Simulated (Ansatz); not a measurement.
# CuGe: relaxing a made-up structure

This structure for CuGe is made up. Its elements were placed in a known structure type with a cell scaled to their sizes. What cell does the guess relax to, and how far off was it?

Calculated with Ansatz 0.2.0; DFT, PBEsol, plane-wave PAW, files of the set soft_1, scalar-relativistic, ferromagnetic start, cell and ions relaxed at zero pressure; PAW set soft_1, in the first sound run; inputs show where later runs differ.

## (1) Set-up

It takes space group P4/nmm (No. 129, tetragonal). Conventional cell: a = 4.003 Å, b = 4.003 Å, c = 3.821 Å, α = 90.00°, β = 90.00°, γ = 90.00°. Ge has 8 Cu at 2.69 to 2.84 Å and 4 Ge at 2.84 Å nearest. Cu has 8 Ge at 2.69 to 2.84 Å and 4 Cu at 2.83 Å nearest. Farther neighbours are not listed.

## (2) Relaxing cell and atoms

The guessed cell has no reason to be at equilibrium. It is relaxed with the atoms, within the space group of the guess.

Input file input.yaml:

```yaml
crystal:
  lattice:
    - [4.003, 0.0, 0.0]
    - [0.0, 4.003, 0.0]
    - [0.0, 0.0, 3.821]
  atoms:
    - { symbol: Ge, position: [0.5, 0.0, 0.5291] }
    - { symbol: Ge, position: [0.0, 0.5, 0.4709] }
    - { symbol: Cu, position: [0.0, 0.0, 0.0], spin: 0.6 }
    - { symbol: Cu, position: [0.5, 0.5, 0.0], spin: 0.6 }
magnetization:
  spin_polarized: true
kpoints:
  mp_grid: { grid: [7, 7, 7] }
scf:
  occupations: { method: fermi_dirac, width: 0.05 }
hamiltonian:
  xc: pbesol
  pseudopotentials: { kind: paw, azcp: { folder: soft_1 }, xc_functional: pbe }
relax:
  f_tol: 0.015
  max_steps: 70
  cell: {}
output:
  forces: true
  stress: true
```

The run is started by

```sh
> ansatz run input.yaml --threads 4 --pin off --max-ram 8192MiB --backend cpu --events-out ev --progress --plain --runs-dir out
```

Numbers of over 12 decimals in the logs are rounded to 6 here.

What it wrote:

```text
Engine: ansatz 0.2.0, aarch64-unknown-linux-gnu
Pseudopotentials: kind: paw
Pseudopotential: Ge, paw, valence charge 14, recommended cutoff 420 eV (normal), soft_1/Ge.paw.azcp
Pseudopotential: Cu, paw, valence charge 19, recommended cutoff 420 eV (normal), soft_1/Cu.paw.azcp
Functional definition: PBEsol
  exchange = pbesol_x
  correlation = pbesol_c
Crystal: 4 atoms, lattice volume = 61.228 Å³
Basis set: ecut = 420 eV, 1221 PW (Γ), exchange–correlation on 54×54×54 points (8 copies of the dense FFT grid, shifted against one another)
Bands: 41, of which v1, the nominal top of the filled ones, is band 33 counted from 1 (32 counted from 0)
Symmetry: 16 space group operations
Space group: P4/nmm (ITA 129), of the structure as read, at distance tolerance 3.9e-5 Å
Magnetic group: BNS 129.411 (UNI 1071), of the structure as read, at distance tolerance 3.9e-5 Å
k-points: 40 of 343
Non-local potential: Ge, projectors of the file, l = 0: 2, l = 1: 2, l = 2: 3, l = 3: 1
Non-local potential: Cu, projectors of the file, l = 0: 3, l = 1: 2, l = 2: 3, l = 3: 1
PAW form: soft (Blöchl's): semilocal exchange-correlation on the pseudo side does not see the compensation charge
PAW frozen core: Ge, regenerated for the run's functional, and the local potential with it (the file was generated under x = pbe(κ = 0.804, μ = 0.219515), c = pbe(β = 0.066725))
PAW frozen core: Cu, regenerated for the run's functional, and the local potential with it (the file was generated under x = pbe(κ = 0.804, μ = 0.219515), c = pbe(β = 0.066725))
PAW one-centre angular grid: Ge, 590 points (default); XC on 64 Gauss nodes
PAW one-centre angular grid: Cu, 590 points (default); XC on 64 Gauss nodes
Initial density: superposition of atomic densities (chi_scale 0.1, normalization cell)
Starting moments: Σ|m| = 1.2 μB on 2 of 4 sites
Initial wavefunctions: pseudopotential atomic-orbital guess
Functional: x = pbesol(κ = 0.804, μ = 0.123457), c = pbesol(β = 0.046)
SCF iter   1: F=—  HF=-21686.635390 eV  |F-HF|=—  |Δ(HF+E_count)|=         —  Δρ=1.59e-1 (↑1.59e-1 ↓8.79e-2)  dr2=2.67e1  dr2_m=7.46e-1  M=0.290 μB ∫|m|=0.450 μB  β_m=0.30  ethr=3.10e-3  ⟨swp⟩=5.0  Hψ=10771  notcnv=0  defer=4
preconditioner: auto → Kerker (q_TF=auto, 2.763 Å⁻¹)  [metal: Δε(μ)=0.020 eV  Ē_g=16.656 eV  σ=0.050 eV  W_gap=0.10  n_scr=26 (ndim 8)  ℏωp=33.6 eV  f_vac=0.000  D(μ)=2.21/eV (n_scr^D=18)]
spin=Collinear: Kerker preconditioning applied to the charge; magnetization (m = ρ↑ − ρ↓) channel mixes plain (no charge-response kernel on spin).
SCF iter   2: F=—  HF=-21684.491515 eV  |F-HF|=—  |Δ(HF+E_count)|=    2.14e0  Δρ=6.14e-2 (↑2.32e-2 ↓6.14e-2)  dr2=5.21e-1  dr2_m=8.35e-1  M=0.096 μB ∫|m|=0.162 μB  β_m=0.30  ethr=3.10e-3  ⟨swp⟩=2.8  Hψ=7180  notcnv=0  defer=153
SCF iter   3: F=—  HF=-21683.928286 eV  |F-HF|=—  |Δ(HF+E_count)|=   5.63e-1  Δρ=4.18e-2 (↑4.18e-2 ↓1.67e-2)  dr2=7.64e-1  dr2_m=4.19e-1  M=0.092 μB ∫|m|=0.160 μB  β_m=0.30  ethr=7.90e-4  ⟨swp⟩=2.0  Hψ=7032  notcnv=0  defer=168
SCF iter   4: F=—  HF=-21683.707782 eV  |F-HF|=—  |Δ(HF+E_count)|=   2.21e-1  Δρ=2.50e-2 (↑1.83e-2 ↓2.50e-2)  dr2=1.30e-2  dr2_m=2.57e-1  M=0.059 μB ∫|m|=0.111 μB  β_m=0.30  ethr=7.90e-4  ⟨swp⟩=2.0  Hψ=5096  notcnv=0  defer=159
SCF iter   5: F=—  HF=-21683.798651 eV  |F-HF|=—  |Δ(HF+E_count)|=   9.09e-2  Δρ=3.21e-2 (↑3.45e-3 ↓3.21e-2)  dr2=3.51e-1  dr2_m=1.53e-1  M=0.036 μB ∫|m|=0.079 μB  β_m=0.30  ethr=1.96e-5  ⟨swp⟩=2.0  Hψ=6430  notcnv=0  defer=158
SCF iter   6: F=—  HF=-21683.804431 eV  |F-HF|=—  |Δ(HF+E_count)|=   5.78e-3  Δρ=2.19e-2 (↑3.21e-3 ↓2.19e-2)  dr2=1.51e-1  dr2_m=8.46e-2  M=0.028 μB ∫|m|=0.063 μB  β_m=0.30  ethr=1.96e-5  ⟨swp⟩=2.0  Hψ=5149  notcnv=0  defer=158
Mixer restart at iter 6: flushing history
spin-set hold released at iteration 6 (site moments contracting): the magnetisation degrees of freedom join the quasi-Newton model from the next iteration; the mixer history was flushed
SCF iter   7: F=—  HF=-21683.794050 eV  |F-HF|=—  |Δ(HF+E_count)|=   1.04e-2  Δρ=1.23e-2 (↑5.95e-3 ↓1.23e-2)  dr2=2.27e-2  dr2_m=4.64e-2  M=0.022 μB ∫|m|=0.051 μB  β_m=0.55  ethr=1.96e-5  ⟨swp⟩=2.0  Hψ=5362  notcnv=0  defer=158
SCF iter   8: F=—  HF=-21683.805800 eV  |F-HF|=—  |Δ(HF+E_count)|=   1.17e-2  Δρ=1.08e-2 (↑4.89e-3 ↓1.08e-2)  dr2=9.67e-2  dr2_m=5.00e-3  M=0.006 μB ∫|m|=0.020 μB  β_m=0.45  ethr=1.96e-5  ⟨swp⟩=2.0  Hψ=6325  notcnv=0  defer=158
SCF iter   9: F=—  HF=-21683.784778 eV  |F-HF|=—  |Δ(HF+E_count)|=   2.10e-2  Δρ=2.05e-3 (↑2.05e-3 ↓5.08e-4)  dr2=9.19e-4  dr2_m=5.10e-4  M=0.002 μB ∫|m|=0.010 μB  β_m=0.72  ethr=1.96e-5  ⟨swp⟩=2.0  Hψ=6925  notcnv=0  defer=158
SCF iter  10: F=—  HF=-21683.786549 eV  |F-HF|=—  |Δ(HF+E_count)|=   1.77e-3  Δρ=5.99e-4 (↑5.99e-4 ↓1.75e-4)  dr2=1.31e-4  dr2_m=7.26e-5  M=0.001 μB ∫|m|=0.003 μB  β_m=0.78  ethr=1.39e-6  ⟨swp⟩=2.1  Hψ=5765  notcnv=0  defer=158
SCF iter  11: F=—  HF=-21683.786508 eV  |F-HF|=—  |Δ(HF+E_count)|=   4.08e-5  Δρ=1.68e-4 (↑9.23e-5 ↓1.68e-4)  dr2=1.25e-5  dr2_m=1.73e-6  M=0.000 μB ∫|m|=0.001 μB  β_m=0.66  ethr=1.99e-7  ⟨swp⟩=2.0  Hψ=5122  notcnv=0  defer=158
SCF iter  12: F=—  HF=-21683.786517 eV  |F-HF|=—  |Δ(HF+E_count)|=   9.42e-6  Δρ=6.11e-5 (↑2.95e-5 ↓6.11e-5)  dr2=9.76e-7  dr2_m=3.01e-7  M=0.000 μB ∫|m|=0.000 μB  β_m=0.77  ethr=1.90e-8  ⟨swp⟩=2.0  Hψ=5122  notcnv=0  defer=158
SCF iter  13: F=—  HF=-21683.786523 eV  |F-HF|=—  |Δ(HF+E_count)|=   5.57e-6  Δρ=6.52e-6 (↑6.52e-6 ↓6.10e-6)  dr2=5.67e-8  dr2_m=1.58e-8  M=-0.000 μB ∫|m|=0.000 μB  β_m=0.89  ethr=1.52e-10  ⟨swp⟩=2.1  Hψ=12010  notcnv=0
SCF iter  14: F=—  HF=-21683.786523 eV  |F-HF|=—  |Δ(HF+E_count)|=   2.71e-8  Δρ=9.50e-7 (↑9.50e-7 ↓8.06e-7)  dr2=2.52e-9  dr2_m=9.27e-11  M=0.000 μB ∫|m|=0.000 μB  β_m=0.94  ethr=8.60e-11  ⟨swp⟩=3.1  Hψ=7708  notcnv=0
SCF iter  15: F=-21683.786523 eV  HF=-21683.786523 eV  |F-HF|=2.15e-10  |Δ(HF+E_count)|=  2.33e-10  Δρ=3.21e-7 (↑3.21e-7 ↓3.13e-7)  dr2=3.37e-10  dr2_m=7.84e-13  M=0.000 μB ∫|m|=0.000 μB  ethr=3.81e-12  ⟨swp⟩=2.4  Hψ=6391  notcnv=0
WARN: the starting moments were not kept: the SCF closed with an absolute magnetisation of 1.1e-6 μB, where they sum to 1.2 μB in size (2 sites). That is at most 0.1 of that sum. Measured as dr2_m measures the in/out step, that magnetisation stands 9.7e-14 eV from none, at or under the dr2_threshold of 1.0e-7 eV: it is no larger than a step whose dr2_m would equal this threshold. The system may hold no moment; this S [...]
SCF 1 converged in 15 iterations: F = -21683.786523 eV  dr2 = 3.37e-10
[...]
SCF iter   6: F=-21683.895539 eV  HF=-21683.895539 eV  |F-HF|=5.33e-8  |Δ(HF+E_count)|=   8.74e-8  Δρ=1.14e-5 (↑1.14e-5 ↓1.02e-5)  dr2=1.32e-7  dr2_m=1.05e-9  M=-0.000 μB ∫|m|=0.000 μB  β_m=0.70  ethr=6.06e-10  ⟨swp⟩=3.0  Hψ=8876  notcnv=0
SCF iter   7: F=-21683.895539 eV  HF=-21683.895539 eV  |F-HF|=6.32e-9  |Δ(HF+E_count)|=   9.85e-9  Δρ=4.12e-6 (↑3.94e-6 ↓4.12e-6)  dr2=2.05e-8  dr2_m=5.99e-11  M=0.000 μB ∫|m|=0.000 μB  ethr=2.00e-10  ⟨swp⟩=1.9  Hψ=8820  notcnv=0
the starting moments were not kept: the SCF closed with an absolute magnetisation of 1.3e-6 μB, where they sum to 1.2 μB in size (2 sites). That is at most 0.1 of that sum. Measured as dr2_m measures the in/out step, that magnetisation stands 2.1e-13 eV from none, at or under the dr2_threshold of 4.0e-7 eV: it is no larger than a step whose dr2_m would equal this threshold.
SCF 3 converged in 7 iterations: F = -21683.895539 eV  dr2 = 2.05e-8
relax step   3: F+E_penalty+E_count = -21683.89553901 eV  Δ(F+E_penalty+E_count) = -5.152e-3 eV  max|allowed force component| = 1.010e-1 eV/Å  Δτ_max = 0.0155 Å  P = +0.242 GPa  Ω = 57.050 Å³  energy of the carried Pulay correction = +1.984e-3 eV  (7 SCF iters, dr2 threshold 4.00e-7 eV, accepted)
[...]
relax step   4: F+E_penalty+E_count = -21683.90004239 eV  Δ(F+E_penalty+E_count) = -4.503e-3 eV  max|allowed force component| = 3.892e-3 eV/Å  Δτ_max = 0.0441 Å  P = +0.008 GPa  Ω = 57.139 Å³  energy of the carried Pulay correction = +1.941e-3 eV  (5 SCF iters, dr2 threshold 4.00e-7 eV, accepted)
Basis set: ecut = 420 eV, 1125 PW (Γ), exchange–correlation on 54×54×50 points (8 copies of the dense FFT grid, shifted against one another)
Initial wavefunctions: pseudopotential atomic-orbital guess (no wavefunctions were taken with the density)
iter 1 solved again at ethr=6.09e-9 eV; its pass at ethr=3.10e-3 eV (dr2=4.02e-6 eV) is discarded
SCF iter   1: F=—  HF=-21683.898000 eV  |F-HF|=—  |Δ(HF+E_count)|=         —  Δρ=5.77e-5 (↑5.76e-5 ↓5.77e-5)  dr2=3.16e-6  dr2_m=7.92e-12  M=0.000 μB ∫|m|=0.000 μB  β_m=0.30  ethr=6.09e-9  ⟨swp⟩=3.3  Hψ=19534  notcnv=0
preconditioner: auto → Kerker (q_TF=auto, 2.795 Å⁻¹)  [metal: Δε(μ)=0.052 eV  Ē_g=17.677 eV  σ=0.050 eV  W_gap=0.24  n_scr=18 (ndim 8)  ℏωp=34.7 eV  f_vac=0.000  D(μ)=1.49/eV (n_scr^D=6)]
spin=Collinear: Kerker preconditioning applied to the charge; magnetization (m = ρ↑ − ρ↓) channel mixes plain (no charge-response kernel on spin).
SCF iter   2: F=—  HF=-21683.898001 eV  |F-HF|=—  |Δ(HF+E_count)|=   2.79e-7  Δρ=1.43e-4 (↑1.43e-4 ↓1.43e-4)  dr2=2.73e-5  dr2_m=3.86e-12  M=0.000 μB ∫|m|=0.000 μB  β_m=0.54  ethr=4.79e-9  ⟨swp⟩=2.0  Hψ=5916  notcnv=0
SCF iter   3: F=—  HF=-21683.898001 eV  |F-HF|=—  |Δ(HF+E_count)|=   9.22e-7  Δρ=2.98e-5 (↑2.98e-5 ↓2.98e-5)  dr2=1.41e-6  dr2_m=7.90e-13  M=0.000 μB ∫|m|=0.000 μB  β_m=0.76  ethr=4.79e-9  ⟨swp⟩=2.0  Hψ=5918  notcnv=0
SCF iter   4: F=—  HF=-21683.897998 eV  |F-HF|=—  |Δ(HF+E_count)|=   3.33e-6  Δρ=1.38e-5 (↑1.38e-5 ↓1.38e-5)  dr2=9.68e-8  dr2_m=1.34e-14  M=0.000 μB ∫|m|=0.000 μB  β_m=0.69  ethr=2.13e-9  ⟨swp⟩=2.0  Hψ=5917  notcnv=0
SCF iter   5: F=—  HF=-21683.897999 eV  |F-HF|=—  |Δ(HF+E_count)|=   4.14e-7  Δρ=9.55e-6 (↑9.54e-6 ↓9.55e-6)  dr2=6.20e-8  dr2_m=4.50e-15  M=0.000 μB ∫|m|=0.000 μB  β_m=0.79  ethr=1.47e-10  ⟨swp⟩=2.0  Hψ=5278  notcnv=0
SCF iter   6: F=—  HF=-21683.897999 eV  |F-HF|=—  |Δ(HF+E_count)|=   1.20e-7  Δρ=1.97e-6 (↑1.96e-6 ↓1.97e-6)  dr2=3.79e-9  dr2_m=3.53e-15  M=0.000 μB ∫|m|=0.000 μB  β_m=0.89  ethr=9.39e-11  ⟨swp⟩=2.0  Hψ=5266  notcnv=0
SCF iter   7: F=—  HF=-21683.897999 eV  |F-HF|=—  |Δ(HF+E_count)|=  9.82e-11  Δρ=3.54e-7 (↑3.54e-7 ↓3.54e-7)  dr2=3.37e-10  dr2_m=3.88e-17  M=0.000 μB ∫|m|=0.000 μB  β_m=0.95  ethr=5.74e-12  ⟨swp⟩=2.0  Hψ=5135  notcnv=0
SCF iter   8: F=-21683.897999 eV  HF=-21683.897999 eV  |F-HF|=1.46e-11  |Δ(HF+E_count)|=  5.82e-11  Δρ=8.61e-8 (↑8.61e-8 ↓8.61e-8)  dr2=1.48e-11  dr2_m=9.48e-19  M=0.000 μB ∫|m|=0.000 μB  ethr=1.00e-12  ⟨swp⟩=2.5  Hψ=10783  notcnv=0
the starting moments were not kept: the SCF closed with an absolute magnetisation of 7.6e-10 μB, where they sum to 1.2 μB in size (2 sites). That is at most 0.1 of that sum. Measured as dr2_m measures the in/out step, that magnetisation stands 0 eV from none, at or under the dr2_threshold of 4.0e-11 eV: it is no larger than a step whose dr2_m would equal this threshold.
SCF 5 converged in 8 iterations: F = -21683.897999 eV  dr2 = 1.48e-11
relax step   5: F+E_penalty+E_count = -21683.89799863 eV  Δ(F+E_penalty+E_count) = +2.044e-3 eV  max|allowed force component| = 3.845e-3 eV/Å  Δτ_max = 0.0000 Å  P = +0.017 GPa  Ω = 57.139 Å³  stress off target by 2.77e-2 GPa  SCF on the basis re-selected at this cell (its energy is not comparable with the rows above)  (8 SCF iters)
basis re-selected at this cell: Δ(F+E_penalty+E_count) = +2.044e-3 eV, ΔP = +0.009 GPa vs the last step (what re-selecting the basis moved, of the pressure what is left beyond the Pulay correction that the steps carried, after the strain that the cell walked since its last selection, with what the two solves' SCF thresholds leave and, on support functions, any second-order correction that the steps lacked; it is no measure of the basis error at this ecutwfc). The dense FFT grid was sized anew with the basis: this SCF ran on 27×27×25 points, the steps before it on 27×27×27, so part of this shift can come from that change (see relax.cell in the input reference). [rest of the remark cut]
SCF converged after 8 iterations
Magnetization: 0.0000 μB (33.0000 up, 33.0000 down)
Absolute magnetization: 0.0000 μB (∫|ρ↑−ρ↓|, with the PAW one-centre terms)
Spin contamination: 0.0000 ħ² per cell (⟨S²⟩ above its minimum at these occupations)
Per-site moments (μB) at R_I (Å): [(7.898228167793377e-11, 1.112460), (7.898254210390938e-11, 1.112460), (-1.6954993188942764e-12, 1.112460), (-1.6954505457378626e-12, 1.112460)]
Free energy (F): -21683.897999 eV
Harris-Foulkes:  -21683.897999 eV  (|F-HF|=1.46e-11)
Internal energy: -21683.886158 eV  (E = F + TS)
E sigma→0 (E₀):  -21683.892078 eV
Entropy (-TS):   -0.011841 eV (-2.960 meV/atom)
Fermi energy:    14.453310 eV
--- Per-component energies (eV) ---
  E_band       = -957.684163
  E_kinetic    = 709.215179
  E_local      = -13268.289646  (includes V_loc(G=0)·N_el)
  E_nonlocal   = 2224.069822
  E_hartree    = 5873.268276
  E_xc         = -280.814277
  E_vxc        = -309.752032  (∫ρ·V_xc dr)
  E_paw        = -7500.438414  (= ΣΔE_a)
  E_vpaw       = -2059.465778  (= ΣTr[D̂ρ^β])
  E_aug_tail   = 0.001901  (compensation charges beyond the density's cutoff)
  E_ewald      = -9443.147279
  E_core_change = 2.248281  (= ΣΔE_core)
  E_smearing   = -0.011841  (= −TS)
  E_closure    = 0.000000  (closes the sum)
  Σ components = -21683.897999   (vs F -21683.897999, Δ=0.00e0)
--- Forces (eV/Å), atoms counted from 1 ---
  atom   1  Ge     0.00000000     0.00000000    -0.00384482
  atom   2  Ge     0.00000000     0.00000000     0.00384482
  atom   3  Cu     0.00000000     0.00000000     0.00000000
  atom   4  Cu     0.00000000     0.00000000     0.00000000
  max |Σ_I F_I| component: 0.00e0 eV/Å
--- Stress (GPa, compression-positive) ---
        0.011481       0.000000       0.000000
        0.000000       0.011481       0.000000
        0.000000       0.000000       0.027665
  P = ⅓ Tr σ = 0.0169 GPa (0.169 kbar)
--- Relaxed structure (4 steps of the walk, 4 accepted, 1 SCFs on fresh bases) ---
  F+E_penalty+E_count = -21683.89799863 eV   max|allowed force component| = 3.845e-3 eV/Å   (the final SCF, on the basis selected at the relaxed cell)
  cell:  # Å, volume = 57.1388 Å³
    - [3.932289, 0, 0.0]
    - [0, 3.932289, 0.0]
    - [0.0, 0.0, 3.695221]
  atoms:
    - { symbol: Ge, position: [0.500000, 0, 0.500459] }
    - { symbol: Ge, position: [0, 0.500000, 0.499541] }
    - { symbol: Cu, position: [0, 0, -4.539972457411166e-19] }
    - { symbol: Cu, position: [0.500000, 0.500000, -4.539972457411166e-19] }
```

It took 17 s on 4 threads of Arm Neoverse V1, shared host; peak memory 0.48 GiB; 63 s of CPU time.

Step by step:

| step | energy less that of the first step (eV) | largest force component (eV/Å) | pressure (GPa) | volume (Å³) |
| --- | --- | --- | --- | --- |
| 1 | 0.0000 | 0.1675 | -6.23 | 61.23 |
| 2 | -0.1039 | 0.1397 | 1.02 | 56.70 |
| 3 | -0.1090 | 0.1010 | 0.24 | 57.05 |
| 4 | -0.1135 | 0.0039 | 0.01 | 57.14 |
| 5* | -0.1115 | 0.0038 | 0.02 | 57.14 |

Relaxation steps marked * repeat the geometry before them on a plane-wave basis chosen anew for their cell, so energy and pressure can jump there.

Forces are held to the 16 operations that the run works with; a distortion that breaks them can't arise in this run.

| cell as run | before | after | change |
| --- | --- | --- | --- |
| a (Å) | 4.003 | 3.932 | -1.8 % |
| b (Å) | 4.003 | 3.932 | -1.8 % |
| c (Å) | 3.821 | 3.695 | -3.3 % |
| volume (Å³/atom) | 15.31 | 14.28 | -6.7 % |

The atoms that moved most (Å, as changes of fractional coordinates times the final cell):

| atom | dx | dy | dz | length |
| --- | --- | --- | --- | --- |
| Ge1 | 0.000 | 0.000 | -0.106 | 0.106 |
| Ge2 | 0.000 | 0.000 | 0.106 | 0.106 |

Final coordinates:

```xyz
4
Lattice="3.9323 0.0000 0.0000 0.0000 3.9323 0.0000 0.0000 0.0000 3.6952" Properties=species:S:1:pos:R:3 pbc="T T T"
Ge    1.9661    0.0000    1.8493
Ge    0.0000    1.9661    1.8459
Cu    0.0000    0.0000    0.0000
Cu    1.9661    1.9661    0.0000
```

This step gave:

- free energy: -21683.8980 eV
- energy at zero smearing: -21683.8921 eV
- smearing term TS: 0.01184 eV
- Fermi energy: 14.45 eV
- electrons: 66
- symmetry operations: 16
- pressure: 0.01688 GPa

Shortest distances by pair of elements, guess and relaxed (not always the same contact):

| pair | guess (Å) | relaxed (Å) |
| --- | --- | --- |
| Cu–Ge | 2.691 | 2.697 |
| Cu–Cu | 2.831 | 2.781 |
| Ge–Ge | 2.839 | 2.781 |

The relaxation ends with a largest force component of 0.0038 eV/Å and a pressure of 0.02 GPa. The starting moments have collapsed: the run ends non-magnetic.

[end of part 1 of 2]

[Logs are printed without paths, hosts, clocks, repeated set-up lines and the standing remarks that a program may print on its own settings, such as how far it seeks lower states.]

[Hosts, paths, dates, database ids (printed as entryN), source tags and the programs' standing remarks are cut or masked in the printed files.]
